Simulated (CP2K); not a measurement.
Two runs for the C K edge of 3-ethynylfuran. Run A: CP2K XAS_TDP, all-electron GAPW, PBEh(45%), aug-cc-pVDZ, TDA, no relativity. Run B differs in one setting.

First lines with a strength over 0.0015. A:

```tsv
atom	energy (eV)	states	strength, one atom
C1 (bonded to C and H)	281.75	1	0.0428
	282.01	1	0.0489
	284.37	1	0.0055
	285.01	1	0.0049
	285.42	1	0.0025
C2 (bonded to 2 C)	282.02	1	0.0378
	282.22	1	0.0510
	284.85	1	0.0081
	286.41	1	0.0085
	286.92	1	0.0026
C3 (bonded to 3 C)	282.33	1	0.0374
	284.82	1	0.0020
	285.08	1	0.0020
	286.30	1	0.0166
	286.65	2	0.0029
C4 (bonded to 2 C and H)	282.01	1	0.0494
	283.68	1	0.0028
	284.56	1	0.0102
	285.32	1	0.0099
	285.54	1	0.0023
C5 (bonded to C, O and H)	282.77	1	0.0536
	285.68	1	0.0018
	285.72	1	0.0175
	286.41	1	0.0200
	286.81	1	0.0027
C7 (bonded to C, O and H)	282.45	1	0.0537
	286.00	1	0.0167
	286.67	1	0.0115
	286.96	1	0.0050
	287.11	1	0.0060
```

B:

```tsv
atom	energy (eV)	states	strength, one atom
C1 (bonded to C and H)	281.40	1	0.0454
	281.65	1	0.0518
	284.67	1	0.0141
	286.83	1	0.0018
	287.43	1	0.0029
C2 (bonded to 2 C)	281.72	1	0.0384
	281.91	1	0.0526
	284.77	1	0.0093
	286.47	1	0.0172
	286.81	1	0.0044
C3 (bonded to 3 C)	282.12	1	0.0385
	284.72	1	0.0020
	284.92	1	0.0024
	286.58	1	0.0102
	286.68	1	0.0283
C4 (bonded to 2 C and H)	281.79	1	0.0514
	283.53	1	0.0027
	284.99	1	0.0226
	285.23	1	0.0116
	286.77	1	0.0057
C5 (bonded to C, O and H)	282.51	1	0.0555
	285.52	1	0.0018
	286.05	1	0.0381
	286.59	1	0.0255
	287.53	1	0.0015
C7 (bonded to C, O and H)	282.18	1	0.0557
	286.40	1	0.0350
	286.70	1	0.0083
	287.24	1	0.0305
	288.59	1	0.0022
```

**Question.** Which was it: the basis, the functional, GW2X switched on, scalar relativity switched on?

The basis (basis from aug-cc-pVDZ to 6-311G**; the lines alone don't name the new value). A basis moves diffuse and continuum lines far more than the leading valence line. Against PBEh(45%) in aug-cc-pVDZ, the leading lines move by -0.35 eV (C1, to 281.40), -0.30 eV (C2, to 281.72), -0.21 eV (C3, to 282.12), -0.22 eV (C4, to 281.79), -0.26 eV (C5, to 282.51) and -0.27 eV (C7, to 282.18); the strength of C1's goes from 0.0428 to 0.0454.

[Banner, clock and machine lines of the logs are left out without a mark of their own.]

[Logs are printed without paths, hosts, clocks, repeated set-up lines and the standing remarks that a program may print on its own settings, such as how far it seeks lower states.]

[Hosts, paths, dates, database ids (printed as entryN), source tags and the programs' standing remarks are cut or masked in the printed files.]
